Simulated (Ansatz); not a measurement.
# Direct or indirect: KF (Fm-3m)

```
K F
1.0
     0.00000    2.67185    2.67185
     2.67185    0.00000    2.67185
     2.67185    2.67185    0.00000
K F
1 1
Direct
  0.00000 0.00000 0.00000
  0.50000 0.50000 0.50000
```

Method: Ansatz, PBE, independent particles, without spin-orbit coupling, line width 0.1 eV (Gaussian). The band structure gives a fundamental gap of 6.18 eV. The spectrum of vertical transitions near the edge:

```tsv
E (eV)	Im ε, E ∥ xyz
5.70	0.00
5.82	0.00
5.94	0.00
6.06	0.00
6.18	0.06
6.30	0.17
6.42	0.24
6.54	0.29
6.66	0.33
6.78	0.37
6.90	0.39
7.02	0.42
7.14	0.44
7.26	0.46
7.38	0.48
```

Task: Is the gap direct or indirect, and about where do vertical transitions set in?

Result: Direct: the band path has its least direct gap at the fundamental one, 6.18 eV, and the curves rise from there. Lines are broadened by 0.1 eV, which spreads the edge.

[Logs are printed without paths, hosts, clocks, repeated set-up lines and the standing remarks that a program may print on its own settings, such as how far it seeks lower states.]
